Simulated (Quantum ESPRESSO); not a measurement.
# Mn3GaC: a ladder in the k mesh, part 2 of 2

Wanted: the cheapest choice of the k mesh that holds the magnetic results of Mn3GaC.

Quantum ESPRESSO 7.5; LDA; plane waves with GBRV 1.5 LDA potentials, no spin-orbit coupling (settings of the first rung).

So far, largest spin moment in the atom's sphere (μB): step 2 (rung 1, start ferro +++) 1.44; step 4 (rung 2, start ferro +++) 1.43; step 5 (rung 2, start ferri ++-) 1.81; step 6 (rung 3, start ferro +++) 1.41.

### 7. Rung 3, start ferri ++-

Contents of pw.in:

```
&CONTROL
  calculation = 'scf'
  prefix = 'pwscf'
  outdir = './tmp'
  pseudo_dir = './pseudo'
  disk_io = 'nowf'
/
&SYSTEM
  ibrav = 0
  celldm(1) = 8
  nat = 5
  ntyp = 4
  ecutwfc = 40
  ecutrho = 280
  nbnd = 46
  occupations = 'smearing'
  smearing = 'fd'
  degauss = 0.00734986
  nspin = 2
  starting_magnetization(1) = 0.2333
  starting_magnetization(2) = -0.2333
  starting_magnetization(3) = 0
  starting_magnetization(4) = 0
/
&ELECTRONS
  conv_thr = 1d-08
  electron_maxstep = 150
  mixing_beta = 0.3
/
ATOMIC_SPECIES
Mn1    54.9380 mn_lda_v1.5.uspp.F.UPF
Mn2    54.9380 mn_lda_v1.5.uspp.F.UPF
Ga     69.7230 ga_lda_v1.4.uspp.F.UPF
C      12.0110 c_lda_v1.2.uspp.F.UPF
CELL_PARAMETERS alat
   0.9202966226928    0.0000000000000    0.0000000000000
   0.0000000000000    0.9202966226928    0.0000000000000
   0.0000000000000    0.0000000000000    0.9202966226928
ATOMIC_POSITIONS crystal
Mn1     0.0000000000    0.5000000000    0.5000000000
Mn1     0.5000000000    0.0000000000    0.5000000000
Mn2     0.5000000000    0.5000000000    0.0000000000
Ga      0.0000000000    0.0000000000    0.0000000000
C       0.5000000000    0.5000000000    0.5000000000
K_POINTS automatic
6 6 6 0 0 0
```

On the command line:

```console
$ OMP_NUM_THREADS=1 mpirun -n 2 pw.x -nk 2 -in pw.in > pw.out
```

What it wrote:

```text
     [... lines left out ...]
Program PWSCF v.7.5 starts
     [... lines left out ...]
     number of atoms/cell      =            5
     [... lines left out ...]
     number of electrons       =        68.00
     number of Kohn-Sham states=           46
     kinetic-energy cutoff     =      40.0000  Ry
     charge density cutoff     =     280.0000  Ry
     scf convergence threshold =      1.0E-08
     [... lines left out ...]
     16 Sym. Ops., with inversion, found
     [... lines left out ...]
     number of k points=    40  Fermi-Dirac smearing, width (Ry)=  0.0073
     [... lines left out ...]
     iteration # 20     ecut=    40.00 Ry     beta= 0.30
     [... lines left out ...]
     Magnetic moment per site  (integrated on atomic sphere of radius R)
     atom   1 (R=0.190)  charge= 12.0034  magn=  1.2148
     atom   2 (R=0.190)  charge= 12.0034  magn=  1.2148
     atom   3 (R=0.190)  charge= 12.0051  magn= -1.8079
     atom   4 (R=0.268)  charge= 17.6435  magn= -0.0229
     atom   5 (R=0.190)  charge=  3.0601  magn= -0.0220
     [... lines left out ...]
     the Fermi energy is    15.3558 ev
!    total energy              =   -1060.09121931 Ry
     estimated scf accuracy    <          2.2E-09 Ry
     smearing contrib. (-TS)   =      -0.01243886 Ry
     [... lines left out ...]
     total magnetization       =     0.65 Bohr mag/cell
     absolute magnetization    =     5.15 Bohr mag/cell
     convergence has been achieved in  20 iterations
```

Run time: 50 s. Hardware: 2 MPI ranks of Intel Xeon 6975P-C (Granite Rapids), shared host; peak memory 0.36 GiB.

Read from the output:

```yaml
magnetization: 0.653 μB
final_state: ferrimagnetic
largest_moment: 1.808 μB
```

### 8. Rung 5, start ferro +++

Contents of pw.in:

```
&CONTROL
  calculation = 'scf'
  prefix = 'pwscf'
  outdir = './tmp'
  pseudo_dir = './pseudo'
  disk_io = 'nowf'
/
&SYSTEM
  ibrav = 0
  celldm(1) = 8
  nat = 5
  ntyp = 3
  ecutwfc = 40
  ecutrho = 280
  nbnd = 50
  occupations = 'smearing'
  smearing = 'fd'
  degauss = 0.00734986
  nspin = 2
  starting_magnetization(1) = 0.2333
  starting_magnetization(2) = 0
  starting_magnetization(3) = 0
/
&ELECTRONS
  conv_thr = 1d-08
  electron_maxstep = 150
  mixing_beta = 0.3
/
ATOMIC_SPECIES
Mn     54.9380 mn_lda_v1.5.uspp.F.UPF
Ga     69.7230 ga_lda_v1.4.uspp.F.UPF
C      12.0110 c_lda_v1.2.uspp.F.UPF
CELL_PARAMETERS alat
   0.9202966226928    0.0000000000000    0.0000000000000
   0.0000000000000    0.9202966226928    0.0000000000000
   0.0000000000000    0.0000000000000    0.9202966226928
ATOMIC_POSITIONS crystal
Mn      0.0000000000    0.5000000000    0.5000000000
Mn      0.5000000000    0.0000000000    0.5000000000
Mn      0.5000000000    0.5000000000    0.0000000000
Ga      0.0000000000    0.0000000000    0.0000000000
C       0.5000000000    0.5000000000    0.5000000000
K_POINTS automatic
10 10 10 0 0 0
```

What it wrote:

```text
     [... lines left out ...]
Program PWSCF v.7.5 starts
     [... lines left out ...]
     number of atoms/cell      =            5
     [... lines left out ...]
     number of electrons       =        68.00
     number of Kohn-Sham states=           50
     kinetic-energy cutoff     =      40.0000  Ry
     charge density cutoff     =     280.0000  Ry
     scf convergence threshold =      1.0E-08
     [... lines left out ...]
     48 Sym. Ops., with inversion, found
     [... lines left out ...]
     number of k points=    56  Fermi-Dirac smearing, width (Ry)=  0.0073
     [... lines left out ...]
     iteration # 15     ecut=    40.00 Ry     beta= 0.30
     [... lines left out ...]
     Magnetic moment per site  (integrated on atomic sphere of radius R)
     atom   1 (R=0.190)  charge= 12.0092  magn=  1.4175
     atom   2 (R=0.190)  charge= 12.0092  magn=  1.4175
     atom   3 (R=0.190)  charge= 12.0092  magn=  1.4175
     atom   4 (R=0.268)  charge= 17.6332  magn= -0.0768
     atom   5 (R=0.190)  charge=  3.0552  magn= -0.1184
     [... lines left out ...]
     the Fermi energy is    15.3661 ev
!    total energy              =   -1060.09958483 Ry
     estimated scf accuracy    <          2.4E-09 Ry
     smearing contrib. (-TS)   =      -0.01283341 Ry
     [... lines left out ...]
     total magnetization       =     4.67 Bohr mag/cell
     absolute magnetization    =     5.17 Bohr mag/cell
     convergence has been achieved in  15 iterations
```

Run time: 58 s. Hardware: 2 MPI ranks; peak memory 0.41 GiB; 1.9 min of CPU time.

This step gave:

```
magnetization  : 4.671 μB
final state    : ferromagnetic
largest moment : 1.417 μB
```

### 9. Rung 5, start ferri ++-

Changes to pw.in since step 8:

```diff
@@ -11,6 +11,6 @@
   nat = 5
-  ntyp = 3
+  ntyp = 4
   ecutwfc = 40
   ecutrho = 280
-  nbnd = 50
+  nbnd = 46
   occupations = 'smearing'
@@ -20,4 +20,5 @@
   starting_magnetization(1) = 0.2333
-  starting_magnetization(2) = 0
+  starting_magnetization(2) = -0.2333
   starting_magnetization(3) = 0
+  starting_magnetization(4) = 0
 /
@@ -29,3 +30,4 @@
 ATOMIC_SPECIES
-Mn     54.9380 mn_lda_v1.5.uspp.F.UPF
+Mn1    54.9380 mn_lda_v1.5.uspp.F.UPF
+Mn2    54.9380 mn_lda_v1.5.uspp.F.UPF
 Ga     69.7230 ga_lda_v1.4.uspp.F.UPF
@@ -37,5 +39,5 @@
 ATOMIC_POSITIONS crystal
-Mn      0.0000000000    0.5000000000    0.5000000000
-Mn      0.5000000000    0.0000000000    0.5000000000
-Mn      0.5000000000    0.5000000000    0.0000000000
+Mn1     0.0000000000    0.5000000000    0.5000000000
+Mn1     0.5000000000    0.0000000000    0.5000000000
+Mn2     0.5000000000    0.5000000000    0.0000000000
 Ga      0.0000000000    0.0000000000    0.0000000000
```

What it wrote:

```text
     [... lines left out ...]
Program PWSCF v.7.5 starts
     [... lines left out ...]
     number of atoms/cell      =            5
     [... lines left out ...]
     number of electrons       =        68.00
     number of Kohn-Sham states=           46
     kinetic-energy cutoff     =      40.0000  Ry
     charge density cutoff     =     280.0000  Ry
     scf convergence threshold =      1.0E-08
     [... lines left out ...]
     16 Sym. Ops., with inversion, found
     [... lines left out ...]
     number of k points=   126  Fermi-Dirac smearing, width (Ry)=  0.0073
     [... lines left out ...]
     iteration # 19     ecut=    40.00 Ry     beta= 0.30
     [... lines left out ...]
     Magnetic moment per site  (integrated on atomic sphere of radius R)
     atom   1 (R=0.190)  charge= 12.0036  magn=  1.2063
     atom   2 (R=0.190)  charge= 12.0036  magn=  1.2063
     atom   3 (R=0.190)  charge= 12.0050  magn= -1.8070
     atom   4 (R=0.268)  charge= 17.6431  magn= -0.0226
     atom   5 (R=0.190)  charge=  3.0598  magn= -0.0209
     [... lines left out ...]
     the Fermi energy is    15.3608 ev
!    total energy              =   -1060.09107216 Ry
     estimated scf accuracy    <          3.6E-09 Ry
     smearing contrib. (-TS)   =      -0.01285462 Ry
     [... lines left out ...]
     total magnetization       =     0.64 Bohr mag/cell
     absolute magnetization    =     5.13 Bohr mag/cell
     convergence has been achieved in  19 iterations
```

It took 2.2 min on 2 MPI ranks; peak memory 0.57 GiB; 4.4 min of CPU time.

Numbers from this step:

| Quantity | Value |
| --- | --- |
| magnetization | 0.636 μB |
| final state | ferrimagnetic |
| largest moment | 1.807 μB |

### 10. An input with a fault

One input was spoiled on purpose, to see how the program answers.

Contents of pw.in:

```
&CONTROL
  calculation = 'scf'
  prefix = 'pwscf'
  outdir = './tmp'
  pseudo_dir = './pseudo'
  disk_io = 'nowf'
/
&SYSTEM
  ibrav = 0
  nat = 6
  ntyp = 3
  ecutwfc = 40
  ecutrho = 280
  nbnd = 50
  occupations = 'smearing'
  smearing = 'fd'
  degauss = 0.00734986
  nspin = 2
  starting_magnetization(1) = 0.2333
  starting_magnetization(2) = 0
  starting_magnetization(3) = 0
/
&ELECTRONS
  conv_thr = 1d-08
  electron_maxstep = 50
  mixing_beta = 0.3
/
ATOMIC_SPECIES
Mn     54.9380 mn_lda_v1.5.uspp.F.UPF
Ga     69.7230 ga_lda_v1.4.uspp.F.UPF
C      12.0110 c_lda_v1.2.uspp.F.UPF
CELL_PARAMETERS angstrom
   3.8960000000    0.0000000000    0.0000000000
   0.0000000000    3.8960000000    0.0000000000
   0.0000000000    0.0000000000    3.8960000000
ATOMIC_POSITIONS crystal
Mn      0.0000000000    0.5000000000    0.5000000000
Mn      0.5000000000    0.0000000000    0.5000000000
Mn      0.5000000000    0.5000000000    0.0000000000
Ga      0.0000000000    0.0000000000    0.0000000000
C       0.5000000000    0.5000000000    0.5000000000
K_POINTS automatic
10 10 10 0 0 0
```

What it wrote:

```text
     [... lines left out ...]
Program PWSCF v.7.5 starts
     Error in routine read_cards (6):
     wrong number of columns in ATOMIC_POSITIONS
 %%%%%%%%%%%%%%%%%%%%%%%%%%%%%%%%%%%%%%%%%%%%%%%%%%%%%%%%%%%%%%%%%%%%%%%%%%%%%%
     stopping ...
```

Run time: 0.59 s. Hardware: 2 MPI ranks; peak memory 0.05 GiB.

The program refused the input before any cycle.

The program's message: “read_cards (6): wrong number of columns in ATOMIC_POSITIONS”

The fault put into the input: a wrong number of atoms.

### 11. The rungs together

Ferrimagnetic means that a moment over 0.15 μB on a transition or rare-earth metal, induced ones included, opposes the net moment. Ladder, by row:

| rung | mesh | state from the first start | state from the second start | second less first (meV a seeded atom) | moment, first (μB) | moment, second (μB) | CPU time (s) |
| --- | --- | --- | --- | --- | --- | --- | --- |
| 1 | 2x2x2 | ferromagnetic | ferrimagnetic | 43.29 | 1.442 | 1.891 | 48.52 |
| 2 | 4x4x4 | ferromagnetic | ferrimagnetic | 29.12 | 1.431 | 1.813 | 78.86 |
| 3 | 6x6x6 | ferromagnetic | ferrimagnetic | 37.79 | 1.413 | 1.808 | 147.7 |
| 5 | 10x10x10 | ferromagnetic | ferrimagnetic | 38.61 | 1.417 | 1.807 | 379.1 |

### 12. What came out

| Quantity | Value |
| --- | --- |
| range of the largest moment, first start | 1.41 to 1.44 μB; second start 1.81 to 1.89 μB |
| range of CPU time | 49 s to 6.3 min |
| range of the energy difference | 29.1 to 43.3 meV a seeded atom |
| first rung that agrees with the last (margins below) | 3 |

From rung 3 on the states are those of the last rung, the moments stay within 0.05 μB of it and the difference within 1.9 meV; rung 3 took 39 % of its CPU time. Energies are free energies at an electronic temperature of 1160 K, which lowers moments and differences where the moments are itinerant.

[Logs and program files are shortened in this print: banners, set-up blocks, solver, clock and traceback lines can be left out without a mark of their own.]

[Logs are printed without paths, hosts, clocks, repeated set-up lines and the standing remarks that a program may print on its own settings, such as how far it seeks lower states.]

[Hosts, paths, dates, database ids (printed as entryN), source tags and the programs' standing remarks are cut or masked in the printed files.]

[Where a cell is said to come from a database of computed structures, the database is the Materials Project.]
